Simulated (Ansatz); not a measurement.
# Screened interactions in Cs2ThCl6 (P-3m1), part 3 of 3

How strongly is the local Coulomb interaction screened in Cs2ThCl6 (P-3m1)?

Ansatz 0.2.0; non-magnetic LDA, then constrained RPA, plane waves, PAW.

So far. Step 3 (Constrained RPA: Th f, bands c1 to c7, 3×3×2 mesh …): On the Th f shell, screening brings the on-site interaction from 15.0 eV down to U = 4.93 eV. Step 4 (Constrained RPA: Th f + anion p, bands v18 to c7, 3×3×2 …): On the Th f shell, screening brings the on-site interaction from 15.7 eV down to U = 6.81 eV.

## (4) Constrained RPA: Th f + anion p, bands v18 to c7, 3×3×2 mesh, medium accuracy (continued)

Level of this step: constrained RPA on LDA, plane waves, PAW (Ansatz).

Kanamori averages over each shell's functions. Crpa shells, by row:

| site | element | shell | orbitals | U (eV) | U' (eV) | J (eV) | bare V (eV) | bare V' (eV) | bare J (eV) | bound on U (eV) |
| --- | --- | --- | --- | --- | --- | --- | --- | --- | --- | --- |
| 3 | Th | 5F | 7 | 6.813 | 6.111 | 0.3301 | 15.65 | 14.7 | 0.4416 | 0.01054 |
| 4 | Cl | 3P | 3 | 5.644 | 4.708 | 0.4775 | 13.07 | 11.68 | 0.6963 | 0.007499 |
| 5 | Cl | 3P | 3 | 5.644 | 4.708 | 0.4775 | 13.07 | 11.68 | 0.6963 | 0.007499 |
| 6 | Cl | 3P | 3 | 5.644 | 4.708 | 0.4775 | 13.07 | 11.68 | 0.6963 | 0.007497 |
| 7 | Cl | 3P | 3 | 5.644 | 4.708 | 0.4775 | 13.07 | 11.68 | 0.6963 | 0.007499 |
| 8 | Cl | 3P | 3 | 5.644 | 4.708 | 0.4775 | 13.07 | 11.68 | 0.6963 | 0.007497 |
| 9 | Cl | 3P | 3 | 5.644 | 4.708 | 0.4775 | 13.07 | 11.68 | 0.6963 | 0.007499 |

Projected local orbitals of the target window. Electronic bands along the path, in eV, zero at the Fermi level; v1 is the highest filled band, c1 the lowest empty one:

| point | v4 | v3 | v2 | v1 | c1 | c2 | c3 | c4 |
| --- | --- | --- | --- | --- | --- | --- | --- | --- |
| Γ | -2.19 | -2.14 | -2.14 | -1.88 | 1.91 | 2.05 | 2.05 | 2.07 |
| halfway | -2.26 | -2.14 | -2.08 | -1.99 | 1.92 | 2.03 | 2.04 | 2.06 |
| M | -2.35 | -2.32 | -2.04 | -2.03 | 1.93 | 2.01 | 2.03 | 2.07 |
| halfway | -2.34 | -2.28 | -2.12 | -1.96 | 1.93 | 2.01 | 2.04 | 2.06 |
| K | -2.29 | -2.21 | -2.21 | -1.94 | 1.93 | 2.01 | 2.05 | 2.05 |
| halfway | -2.26 | -2.14 | -2.11 | -1.99 | 1.92 | 2.03 | 2.04 | 2.06 |
| Γ | -2.19 | -2.14 | -2.14 | -1.88 | 1.91 | 2.05 | 2.05 | 2.07 |
| halfway | -2.23 | -2.02 | -2.02 | -1.99 | 1.90 | 2.04 | 2.04 | 2.09 |
| A | -2.23 | -2.18 | -2.01 | -2.01 | 1.89 | 2.03 | 2.03 | 2.11 |
| halfway | -2.31 | -2.10 | -2.09 | -1.98 | 1.89 | 2.03 | 2.06 | 2.08 |
| L | -2.32 | -2.27 | -2.03 | -2.00 | 1.90 | 2.03 | 2.06 | 2.07 |
| halfway | -2.35 | -2.29 | -2.04 | -2.01 | 1.90 | 2.03 | 2.06 | 2.07 |
| H | -2.39 | -2.35 | -2.04 | -2.04 | 1.90 | 2.05 | 2.05 | 2.06 |
| halfway | -2.33 | -2.14 | -2.07 | -1.98 | 1.89 | 2.03 | 2.06 | 2.08 |
| A | -2.23 | -2.18 | -2.01 | -2.01 | 1.89 | 2.03 | 2.03 | 2.11 |
| jump to L | -2.32 | -2.27 | -2.03 | -2.00 | 1.90 | 2.03 | 2.06 | 2.07 |
| halfway | -2.33 | -2.27 | -2.17 | -1.94 | 1.91 | 2.03 | 2.04 | 2.07 |
| M | -2.35 | -2.32 | -2.04 | -2.03 | 1.93 | 2.01 | 2.03 | 2.07 |
| jump to H | -2.39 | -2.35 | -2.04 | -2.04 | 1.90 | 2.05 | 2.05 | 2.06 |
| halfway | -2.40 | -2.09 | -2.09 | -2.09 | 1.92 | 2.04 | 2.05 | 2.05 |
| K | -2.29 | -2.21 | -2.21 | -1.94 | 1.93 | 2.01 | 2.05 | 2.05 |

The same for Kohn-Sham, solved directly:

| point | v4 | v3 | v2 | v1 | c1 | c2 | c3 | c4 |
| --- | --- | --- | --- | --- | --- | --- | --- | --- |
| Γ | -2.19 | -2.14 | -2.14 | -1.88 | 1.91 | 2.05 | 2.05 | 2.07 |
| M | -2.35 | -2.32 | -2.04 | -2.03 | 1.93 | 2.01 | 2.03 | 2.07 |
| K | -2.29 | -2.21 | -2.21 | -1.94 | 1.93 | 2.01 | 2.05 | 2.05 |
| Γ | -2.19 | -2.14 | -2.14 | -1.88 | 1.91 | 2.05 | 2.05 | 2.07 |
| A | -2.23 | -2.18 | -2.01 | -2.01 | 1.89 | 2.03 | 2.03 | 2.11 |
| L | -2.32 | -2.27 | -2.03 | -2.00 | 1.90 | 2.03 | 2.06 | 2.07 |
| H | -2.39 | -2.35 | -2.04 | -2.04 | 1.90 | 2.05 | 2.05 | 2.06 |
| A | -2.23 | -2.18 | -2.01 | -2.01 | 1.89 | 2.03 | 2.03 | 2.11 |
| L | -2.32 | -2.27 | -2.03 | -2.00 | 1.90 | 2.03 | 2.06 | 2.07 |
| M | -2.35 | -2.32 | -2.04 | -2.03 | 1.93 | 2.01 | 2.03 | 2.07 |
| H | -2.39 | -2.35 | -2.04 | -2.04 | 1.90 | 2.05 | 2.05 | 2.06 |
| K | -2.29 | -2.21 | -2.21 | -1.94 | 1.93 | 2.01 | 2.05 | 2.05 |

Onsite levels, by row:

| orbital | level less Fermi level (eV) |
| --- | --- |
| Th3 fz3 | 1.889 |
| Th3 fxz2 | 1.893 |
| Th3 fyz2 | 1.893 |
| Th3 fz(x2-y2) | 1.895 |
| Th3 fxyz | 1.908 |
| Th3 fx(x2-3y2) | 1.891 |
| Th3 fy(3x2-y2) | 1.891 |
| Cl4 pz | -3.159 |
| Cl4 px | -2.639 |
| Cl4 py | -2.639 |
| Cl5 pz | -2.639 |
| Cl5 px | -3.159 |
| Cl5 py | -2.639 |
| Cl6 pz | -2.639 |
| Cl6 px | -2.639 |
| Cl6 py | -3.159 |
| Cl7 pz | -3.159 |
| Cl7 px | -2.639 |
| Cl7 py | -2.639 |
| Cl8 pz | -2.639 |
| Cl8 px | -2.639 |
| Cl8 py | -3.159 |
| Cl9 pz | -2.639 |
| Cl9 px | -3.159 |
| Cl9 py | -2.639 |

Largest distinct elements between sites. Hoppings, by row:

| from | to | cell | distance (Å) | t (eV) |
| --- | --- | --- | --- | --- |
| Cl4 pz | Th3 fz3 | 0 1 0 | 2.811 | 0.7258 |
| Cl6 py | Cl8 py | 1 1 -1 | 5.621 | 0.5978 |
| Th3 fy(3x2-y2) | Cl8 py | 0 0 -1 | 2.811 | -0.5738 |
| Th3 fxz2 | Cl4 px | 0 -1 0 | 2.811 | -0.5505 |
| Cl8 px | Th3 fx(x2-3y2) | 0 0 1 | 2.811 | 0.5419 |
| Th3 fyz2 | Cl8 py | 0 0 -1 | 2.811 | -0.4444 |
| Cl6 pz | Th3 fz(x2-y2) | 1 1 0 | 2.811 | 0.4134 |
| Cl6 pz | Th3 fz3 | 1 1 0 | 2.811 | 0.3653 |
| Cl9 py | Cl4 py | 1 0 0 | 3.767 | 0.2559 |
| Cl4 px | Cl9 pz | -1 0 -1 | 3.882 | 0.2394 |
| Cl4 px | Cl5 pz | 0 0 0 | 3.548 | -0.2083 |
| Cl5 pz | Cl4 px | 0 -1 0 | 4.066 | -0.1994 |

## (5) The windows together

Times are wall times on 8 threads of Arm Neoverse V2, shared host, good to a factor of about two.

| target | bands | functions | width (eV) | bare V (eV) | U (eV) | U′ (eV) | J (eV) | U/V | time |
| --- | --- | --- | --- | --- | --- | --- | --- | --- | --- |
| Th f | c1–c7 | 7 | 0.43 | 15.03 | 4.93 | 4.28 | 0.31 | 0.33 | 2 min |
| Th f + anion p | v18–c7 | 25 | 6.64 | 15.66 | 6.81 | 6.11 | 0.33 | 0.44 | 8.4 min |

## (6) Outcome

```
Th f           : U 4.93 eV, U′ 4.28 eV, J 0.31 eV, bare V 15.0 eV
Th f + anion p : U 6.81 eV, U′ 6.11 eV, J 0.33 eV, bare V 15.7 eV
method         : constrained RPA on non-magnetic LDA, 3×3×2 mesh, static; search for lower states off
```

**Reading.** For Th f, screening cuts the on-site interaction from 15.03 eV to 4.93 eV (33 %), while J goes only from 0.42 eV to 0.31 eV: the monopole is screened far more than the multipoles. U − 2J differs from U′ by +0.04 eV, so the Kanamori relation holds well. U is 12 times the width of the target bands. With the window Th f + anion p U becomes 6.81 eV and the bare V 15.66 eV, so U/V goes from 0.33 to 0.44. The window Th f is empty, so it holds no transition to leave out and its U is the fully screened RPA value. The parent state is non-magnetic and the interaction static (zero frequency); U depends on the window and the orbitals, so it belongs to this model alone. Spin-orbit coupling, which is strong for atoms this heavy, is left out. A window that holds the anion p bands defines a model with explicit ligands; its U belongs to that model and is not the U of DFT+U. Coarse meshes can leave U off its limit, most where the target bands are metallic.

[Paths, hosts, dates, memory and timing lines, banners, echoed tables and standing remarks are left out of the program output.]

[Logs are printed without paths, hosts, clocks, repeated set-up lines and the standing remarks that a program may print on its own settings, such as how far it seeks lower states.]

[Runs of the session that timed out or met a known fault of the program may be left out.]

[Hosts, paths, dates, database ids (printed as entryN), source tags and the programs' standing remarks are cut or masked in the printed files.]
